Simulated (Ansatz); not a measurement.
**Ag (Fm-3m): phonon-mediated transition temperature**

What Tc do the phonons of Ag (Fm-3m) give, and how does it depend on μ*? The cell shown first is a relaxed one, from steps not shown here.

Method: DFT PBE, scalar-relativistic, plane waves, PAW, in Ansatz 0.2.0.

### 1. The cell after earlier relaxation steps

Symmetry: Fm-3m, No. 225, cubic system. The conventional cell has a = 4.151 Å, b = 4.151 Å, c = 4.151 Å, α = 90.00°, β = 90.00°, γ = 90.00°. Nearest to Ag lie 12 Ag at 2.94 Å.

### 2. Electron–phonon run: q 3×3×3, k 9×9×9, scattering 16×16×16

The run that gives the couplings also evaluates McMillan's and Allen and Dynes's formulas and, where asked, the Eliashberg equations, over a range of μ*.

input.yaml reads:

```yaml
crystal:
  lattice:
    - [0.0, 2.0753695766, 2.0753695766]
    - [2.0753695766, 0.0, 2.0753695766]
    - [2.0753695766, 2.0753695766, 0.0]
  atoms:
    - { symbol: Ag, position: [0.0, 0.0, 0.0] }
kpoints:
  mp_grid: { grid: [9, 9, 9] }
hamiltonian:
  xc: pbe
scf:
  occupations: { method: methfessel_paxton, width: 0.2 }
output:
  eigenvalues: true
phonons:
  method: dfpt
  qmesh: [3, 3, 3]
  temperatures: { t_max: 1000, t_step: 50 }
  qpath:
    path:
      - [[0.0, 0.0, 0.0], [0.5, 0.0, 0.5], [0.625, 0.25, 0.625]]
      - [[0.375, 0.375, 0.75], [0.0, 0.0, 0.0], [0.5, 0.5, 0.5], [0.5, 0.25, 0.75], [0.5, 0.0, 0.5]]
    npoints: 10
  electrical_resistivity:
    mesh: [16, 16, 16]
    temperatures: [20.0, 50.0, 80.0, 100.0, 150.0, 200.0, 273.0, 300.0, 400.0, 500.0, 600.0, 800.0]
  superconductivity: { mesh: [16, 16, 16] }
```

Launch:

```bash
> ansatz run input.yaml --threads 4 --pin off --max-ram 10240MiB --backend cpu --events-out ev --progress --plain --runs-dir out
```

Numbers of over 12 decimals in the logs are rounded to 6 here.

Log:

```text
Engine: ansatz 0.2.0, aarch64-unknown-linux-gnu
Pseudopotentials: kind: paw
Pseudopotential: Ag, paw, valence charge 19, recommended cutoff 420 eV (normal), Ag.paw.azcp
Functional definition: PBE
  parameter kappa = 0.804
  parameter beta = 0.066725
  exchange = pbe_x(kappa = kappa, mu = beta*pi^2/3)
  correlation = pbe_c(beta = beta)
Crystal: 1 atoms, lattice volume = 17.878 Å³
Basis set: ecut = 420 eV, 339 PW (Γ), exchange–correlation on 40×40×40 points (8 copies of the dense FFT grid, shifted against one another)
Bands: 14, of which v1, the nominal top of the filled ones, is band 10 counted from 1 (9 counted from 0)
Symmetry: 48 space group operations
k-points: 35 of 729
Non-local potential: Ag, projectors of the file, l = 0: 3, l = 1: 2, l = 2: 2, l = 3: 1
PAW form: soft (Blöchl's): semilocal exchange-correlation on the pseudo side does not see the compensation charge
PAW one-centre angular grid: Ag, 590 points (default); XC on 64 Gauss nodes
Initial density: superposition of atomic densities (neutral atoms: chi_scale 0, normalization atom), corrected by the library's trained network
Initial wavefunctions: pseudopotential atomic-orbital guess
Functional: x = pbe(κ = 0.804, μ = 0.219515), c = pbe(β = 0.066725)
SCF iter   1: F=—  HF=-7590.570423 eV  |F-HF|=—  |Δ(HF+E_count)|=         —  Δρ=1.04e-3  dr2=9.17e-5  ethr=1.77e-3  ⟨swp⟩=3.9  Hψ=2300  notcnv=0
preconditioner: auto → none  [insulator: Δε(μ)=0.563 eV  Ē_g=15.786 eV  σ=0.200 eV  W_gap=0.91  n_scr=8 (ndim 8)  ℏωp=29.1 eV  f_vac=0.000  D(μ)=0.19/eV (n_scr^D=0)  ε∞_Penn≈4.4]
SCF iter   2: F=—  HF=-7590.570640 eV  |F-HF|=—  |Δ(HF+E_count)|=   2.17e-4  S|Δr|=    0.00e0  Δρ=5.05e-4  dr2=2.08e-5  ethr=4.83e-7  ⟨swp⟩=2.8  Hψ=1085  notcnv=0
SCF iter   3: F=—  HF=-7590.570668 eV  |F-HF|=—  |Δ(HF+E_count)|=   2.78e-5  S|Δr|=    0.00e0  Δρ=2.67e-4  dr2=4.79e-6  ethr=1.10e-7  ⟨swp⟩=2.0  Hψ=676  notcnv=0
SCF iter   4: F=—  HF=-7590.570682 eV  |F-HF|=—  |Δ(HF+E_count)|=   1.39e-5  S|Δr|=    0.00e0  Δρ=3.64e-5  dr2=8.29e-8  ethr=2.52e-8  ⟨swp⟩=2.1  Hψ=656  notcnv=0
SCF iter   5: F=—  HF=-7590.570672 eV  |F-HF|=—  |Δ(HF+E_count)|=   9.91e-6  S|Δr|=    0.00e0  Δρ=3.22e-6  dr2=4.68e-10  ethr=4.36e-10  ⟨swp⟩=2.0  Hψ=668  notcnv=0
SCF iter   6: F=-7590.570672 eV  HF=-7590.570672 eV  |F-HF|=9.09e-13  |Δ(HF+E_count)|=   1.88e-9  S|Δr|=    0.00e0  Δρ=1.35e-7  dr2=9.54e-13  ethr=1.00e-12  ⟨swp⟩=4.3  Hψ=2241  notcnv=0
SCF 1 converged in 6 iterations: F = -7590.570672 eV  dr2 = 9.54e-13
  greatest PAW one-centre occupation: 1.000 electrons in one spin orbital (limit 2), on the Ag atom at site 0 (counted from 0), in its partial waves of l = 0
NSCF: frozen V_eff on 35 k-points
NSCF: frozen V_eff on 75 k-points
DFPT response loops at q = (0, 0, 0) (fractional): preconditioner auto → Kerker (q_TF=auto, 2.756 Å⁻¹) (partly filled bands, converged f_vac=0.000); β = 1.00, the filter's whole step (`scf.mixing.beta` (0.50) is not read by the response loops under this deck's `scf.mixing.preconditioner`; to damp them name `kerker` or `kerker_dos`, under which they read `scf.mixing.beta`, and type it under 1.00, their step now; both keys bind the ground state too); Broyden in place of MSR1
NSCF: frozen V_eff on 810 k-points
DFPT response loops at q = (0, 0, 0.333333) (fractional): mixed as the last ones told, above
NSCF: frozen V_eff on 450 k-points
DFPT response loops at q = (0, 0.333333, 0.333333) (fractional): mixed as the last ones told, above
NSCF: frozen V_eff on 810 k-points
DFPT response loops at q = (0, 0.333333, -0.333333) (fractional): mixed as the last ones told, above
SCF iter   1: F=—  HF=-7590.570423 eV  |F-HF|=—  |Δ(HF+E_count)|=         —  Δρ=1.04e-3  dr2=9.17e-5  ethr=1.77e-3  ⟨swp⟩=3.9  Hψ=2300  notcnv=0
SCF iter   2: F=—  HF=-7590.570640 eV  |F-HF|=—  |Δ(HF+E_count)|=   2.17e-4  S|Δr|=    0.00e0  Δρ=5.05e-4  dr2=2.08e-5  ethr=4.83e-7  ⟨swp⟩=2.8  Hψ=1085  notcnv=0
SCF iter   3: F=—  HF=-7590.570668 eV  |F-HF|=—  |Δ(HF+E_count)|=   2.78e-5  S|Δr|=    0.00e0  Δρ=2.67e-4  dr2=4.79e-6  ethr=1.10e-7  ⟨swp⟩=2.0  Hψ=676  notcnv=0
SCF iter   4: F=—  HF=-7590.570682 eV  |F-HF|=—  |Δ(HF+E_count)|=   1.39e-5  S|Δr|=    0.00e0  Δρ=3.64e-5  dr2=8.29e-8  ethr=2.52e-8  ⟨swp⟩=2.1  Hψ=656  notcnv=0
SCF iter   5: F=—  HF=-7590.570672 eV  |F-HF|=—  |Δ(HF+E_count)|=   9.91e-6  S|Δr|=    0.00e0  Δρ=3.22e-6  dr2=4.68e-10  ethr=4.36e-10  ⟨swp⟩=2.0  Hψ=668  notcnv=0
SCF iter   6: F=-7590.570672 eV  HF=-7590.570672 eV  |F-HF|=1.82e-12  |Δ(HF+E_count)|=   1.88e-9  S|Δr|=    0.00e0  Δρ=1.35e-7  dr2=9.51e-13  ethr=1.00e-12  ⟨swp⟩=1.4  Hψ=1464  notcnv=0
SCF 2 converged in 6 iterations: F = -7590.570672 eV  dr2 = 9.51e-13
NSCF: frozen V_eff on 35 k-points
NSCF: frozen V_eff on 72 k-points
[...]
SCF converged after 6 iterations
Stability not checked: this state was not tested for a lower state beside it, because cold or Methfessel-Paxton smearing, or corrected tetrahedra, fill the levels in a way that the test cannot read (fill_not_monotonic; see scf.lower_state_search)
Free energy (F): -7590.570672 eV
Harris-Foulkes:  -7590.570672 eV  (|F-HF|=9.09e-13)
Internal energy: -7590.571390 eV  (E = F + TS)
E sigma→0 (E₀):  -7590.570851 eV
Entropy (-TS):   0.000718 eV (0.718 meV/atom)
Fermi energy:    16.690448 eV
--- Per-component energies (eV) ---
  E_band       = -251.573597
  E_kinetic    = 526.912913
  E_local      = -2267.304034  (includes V_loc(G=0)·N_el)
  E_nonlocal   = 80.016478
  E_hartree    = 1027.484740
  E_xc         = -184.711000
  E_vxc        = -234.680362  (∫ρ·V_xc dr)
  E_paw        = -3901.992978  (= ΣΔE_a)
  E_vpaw       = -411.488387  (= ΣTr[D̂ρ^β])
  E_aug_tail   = 0.000328  (compensation charges beyond the density's cutoff)
  E_ewald      = -2870.977836
  E_smearing   = 0.000718  (= −TS)
  E_closure    = 0.000000  (closes the sum)
  Σ components = -7590.570672   (vs F -7590.570672, Δ=0.00e0)
--- Band table (eV; the first three rows and the last of 35) ---
  k-point 0: bands = [... 6 lower, 11.6914, 11.6914, 12.6451, 12.6451, 32.1007, 35.4117, 35.4117, 35.4117]
  k-point 1: bands = [... 6 lower, 11.7818, 11.7818, 12.6172, 12.6172, 31.7767, 33.2847, 35.5038, 35.5038]
  k-point 2: bands = [... 6 lower, 11.8854, 11.8854, 12.6949, 12.6949, 28.1438, 32.7770, 35.4372, 35.4372]
  k-point 34: bands = [... 6 lower, 11.6501, 12.6981, 13.4920, 20.1877, 22.9479, 23.6764, 25.1007, 37.5288]
--- Phonons (Γ-DFPT): 1 representative perturbation + reference (Σ response iterations 5) ---
  ASR residual: 3.252e-5 → 0.000e0 eV/Å²; symmetrization residual: 6.973e-12 eV/Å²
  ASR residual per site (eV/Å²): 3.25e-5
  Γ frequencies (cm⁻¹): 0.00 0.00 0.00
[...]
800.00      5.3300e0             yes      5.3300e0      5.3300e0      5.3300e0        5.4544e0          5.7410e0
  mean free path at 20 K (of a tensor a third of its trace): 19716 nm by what each carries, 14812 by the Fermi surface alone
  Hall coefficient in a weak field at 20 K (a third of the trace): -9.992e-11 m³/C (as a tensor it moves by 1.5 % between the two finest meshes); by each state's relaxation time: -1.041e-10 m³/C; by a constant relaxation time: -8.528e-11 m³/C
  mean free path at 50 K (of a tensor a third of its trace): 650 nm by what each carries, 564 by the Fermi surface alone
  Hall coefficient in a weak field at 50 K (a third of the trace): -9.212e-11 m³/C (as a tensor it moves by 1.8 % between the two finest meshes); by each state's relaxation time: -9.120e-11 m³/C; by a constant relaxation time: -8.527e-11 m³/C
  mean free path at 80 K (of a tensor a third of its trace): 238 nm by what each carries, 222 by the Fermi surface alone
  Hall coefficient in a weak field at 80 K (a third of the trace): -8.619e-11 m³/C (as a tensor it moves by 0.5 % between the two finest meshes); by each state's relaxation time: -8.712e-11 m³/C; by a constant relaxation time: -8.531e-11 m³/C
  mean free path at 100 K (of a tensor a third of its trace): 167 nm by what each carries, 159 by the Fermi surface alone
  Hall coefficient in a weak field at 100 K (a third of the trace): -8.489e-11 m³/C (as a tensor it moves by 1.1 % between the two finest meshes); by each state's relaxation time: -8.594e-11 m³/C; by a constant relaxation time: -8.535e-11 m³/C
  mean free path at 150 K (of a tensor a third of its trace): 98.3 nm by what each carries, 94.7 by the Fermi surface alone
  Hall coefficient in a weak field at 150 K (a third of the trace): -8.391e-11 m³/C (as a tensor it moves by 1.6 % between the two finest meshes); by each state's relaxation time: -8.500e-11 m³/C; by a constant relaxation time: -8.544e-11 m³/C
  mean free path at 200 K (of a tensor a third of its trace): 70.7 nm by what each carries, 68.3 by the Fermi surface alone
  Hall coefficient in a weak field at 200 K (a third of the trace): -8.372e-11 m³/C (as a tensor it moves by 1.8 % between the two finest meshes); by each state's relaxation time: -8.482e-11 m³/C; by a constant relaxation time: -8.549e-11 m³/C
  mean free path at 273 K (of a tensor a third of its trace): 50.6 nm by what each carries, 48.9 by the Fermi surface alone
  Hall coefficient in a weak field at 273 K (a third of the trace): -8.366e-11 m³/C (as a tensor it moves by 2.0 % between the two finest meshes); by each state's relaxation time: -8.477e-11 m³/C; by a constant relaxation time: -8.551e-11 m³/C
  mean free path at 300 K (of a tensor a third of its trace): 45.9 nm by what each carries, 44.3 by the Fermi surface alone
  Hall coefficient in a weak field at 300 K (a third of the trace): -8.366e-11 m³/C (as a tensor it moves by 2.0 % between the two finest meshes); by each state's relaxation time: -8.477e-11 m³/C; by a constant relaxation time: -8.551e-11 m³/C
  mean free path at 400 K (of a tensor a third of its trace): 34.1 nm by what each carries, 32.9 by the Fermi surface alone
  Hall coefficient in a weak field at 400 K (a third of the trace): -8.368e-11 m³/C (as a tensor it moves by 2.1 % between the two finest meshes); by each state's relaxation time: -8.478e-11 m³/C; by a constant relaxation time: -8.552e-11 m³/C
  mean free path at 500 K (of a tensor a third of its trace): 27.2 nm by what each carries, 26.2 by the Fermi surface alone
  Hall coefficient in a weak field at 500 K (a third of the trace): -8.373e-11 m³/C (as a tensor it moves by 2.3 % between the two finest meshes); by each state's relaxation time: -8.480e-11 m³/C; by a constant relaxation time: -8.553e-11 m³/C
  mean free path at 600 K (of a tensor a third of its trace): 22.6 nm by what each carries, 21.8 by the Fermi surface alone
  Hall coefficient in a weak field at 600 K (a third of the trace): -8.381e-11 m³/C (as a tensor it moves by 2.4 % between the two finest meshes); by each state's relaxation time: -8.483e-11 m³/C; by a constant relaxation time: -8.554e-11 m³/C
  mean free path at 800 K (of a tensor a third of its trace): 16.9 nm by what each carries, 16.3 by the Fermi surface alone
  Hall coefficient in a weak field at 800 K (a third of the trace): -8.403e-11 m³/C (as a tensor it moves by 2.5 % between the two finest meshes); by each state's relaxation time: -8.494e-11 m³/C; by a constant relaxation time: -8.558e-11 m³/C
  the resistivity times a path that all electrons share, by the Fermi surface of the deck's mesh alone (a third of the trace): 8.676e-16 Ω·m²
  not converged in the mesh (λ; λ_tr; the resistivity at 20 K by 4.77 %; the resistivity at 50 K by 2.42 %): between neighbouring meshes, the two finest first, λ moves by 2.53 % and 4.45 %, λ_tr by 5.75 % and 11.34 % and the resistivity by up to 4.77 % and 7.45 %; an estimate, no bound, puts it up to 8.8e-7 % above the Boltzmann equation's exact value after up to 5 iterations (at most 30 are made, fewer where the estimate is under 1.0e-6 % of each spin channel's own resistivity)
  vibrations of 27 cells: unjudged by the run; compare a larger repeat
  the changes of the potential over all sites missed a rigid shift's by 0.00 % (the site terms' by 0.04 %)
  at the force constants' own smearing the fine mesh and the k-points of their solves give squared frequencies that differ by 5.0 % of the larger at the most, at (0, 0.3333, -0.3333)
--- Superconductivity: potentials and phonons of a 3×3×3 supercell ---
           mesh         λ    ħω_log (meV)  μ* declared at (meV)
       16×16×16    0.1478          11.674               13.101
          8×8×8    0.1515          11.693               13.022
          4×4×4    0.1582          11.492               12.847
  λ by the species' shares of the modes' patterns: Ag 0.1478
  with the Fermi level up to 19.5 meV (the hardest mode) off, states and modes as they are: density of states 0.1379 to 0.1383 /eV of one spin and cell, λ 0.1468 to 0.1482
  transition temperature on the deck's mesh (K), isotropic and anisotropic, restricted to the Fermi surface (FSR) and over the full bandwidth (FBW), and the last with the density of states resolved in a narrower window:
        μ*   McMillan   Allen–Dynes      iso. FSR      iso. FBW    aniso. FSR    aniso. FBW  narrow window
      0.08      0.000         0.000    none_found    none_found    none_found    none_found     none_found
      0.10      0.000         0.000    none_found    none_found    none_found    none_found     none_found
      0.12      0.000         0.000    none_found    none_found    none_found    none_found     none_found
      0.13      0.000         0.000    none_found    none_found    none_found    none_found     none_found
      0.14          -             -    none_found    none_found    none_found    none_found     none_found
      0.16          -             -    none_found    none_found    none_found    none_found     none_found
      0.20          -             -    none_found    none_found    none_found    none_found     none_found
  none_found: no transition down to 0.1 K
  isotope coefficients −∂ln Tc/∂ln M under μ* = 0.13, the force constants as they are, of the isotropic transitions restricted to the Fermi surface and over the full bandwidth: Ag - and -
  not converged in the mesh (λ): between neighbouring meshes, the two finest first, λ moves by 2.53 % and 4.45 % and the anisotropic transition temperature over the full bandwidth at μ* = 0.13 by nothing (neither mesh has one) and nothing (neither mesh has one); converged means that the two finest part by at most 2.00 % and 5.00 %
  vibrations of 27 cells: unjudged by the run; compare a larger repeat
  the changes of the potential over all sites missed a rigid shift's by 0.00 % (the site terms' by 0.04 %)
  at the force constants' own smearing the fine mesh and the k-points of their solves give squared frequencies that differ by 5.0 % of the larger at the most, at (0, 0.3333, -0.3333)
```

The job ended after 46 s (4 threads of Arm Neoverse V2, shared host; peak memory 2.2 GiB; 2.9 min of CPU time).

Reading the cycles: dr2 is the Hartree energy of the density residual (eV), the measure of convergence; HF is the Harris–Foulkes estimate of the energy, which meets the free energy F at convergence.

This step gave:

```yaml
volume_per_atom: 17.88 Å³
metallic_on_mesh: yes
gap_on_the_k_mesh: 0 eV
zero_point_energy: 0.01923 eV/cell
share_of_imaginary_modes_in_the_plain_interpolation_between_solved_wavevectors: 0
highest_frequency_solved_or_plainly_interpolated: 159.1 cm⁻¹
debye_temperature_second_moment: 201 K
resistivity_at_300_k: 1.956 μΩ cm
coupling_constant_lambda: 0.1478
density_of_states_at_the_fermi_level: 0.1383 states/eV a spin and cell
log_mean_phonon_energy_omega_log: 11.67 meV
transport_coupling_constant_lambda_tr: 0.1358, 0.1358, 0.1358 (xx, yy, zz)
drude_plasma_energy: 8.964, 8.964, 8.964 eV (xx, yy, zz)
resistivity_times_mean_free_path: 8.676, 8.676, 8.676 × 10⁻¹⁶ Ω m² (xx, yy, zz)
second_moment_phonon_energy_omega: 13.10 meV
coupling_lambda_by_branch: 0.0424, 0.0551, 0.0503 (branches by rank of frequency)
```

An empty cell: under 1 mK by a formula, or no transition down to the floor of the Eliashberg search. Transition temperatures:

```csv
μ*,McMillan Tc (K),Allen–Dynes Tc (K)
0.08,-,-
0.1,-,-
0.12,-,-
0.13,-,-
0.14,-,-
0.16,-,-
0.2,-,-
```

(Continued in part 2 of 2.)

[Logs are printed without paths, hosts, clocks, repeated set-up lines and the standing remarks that a program may print on its own settings, such as how far it seeks lower states.]

[Hosts, paths, dates, database ids (printed as entryN), source tags and the programs' standing remarks are cut or masked in the printed files.]
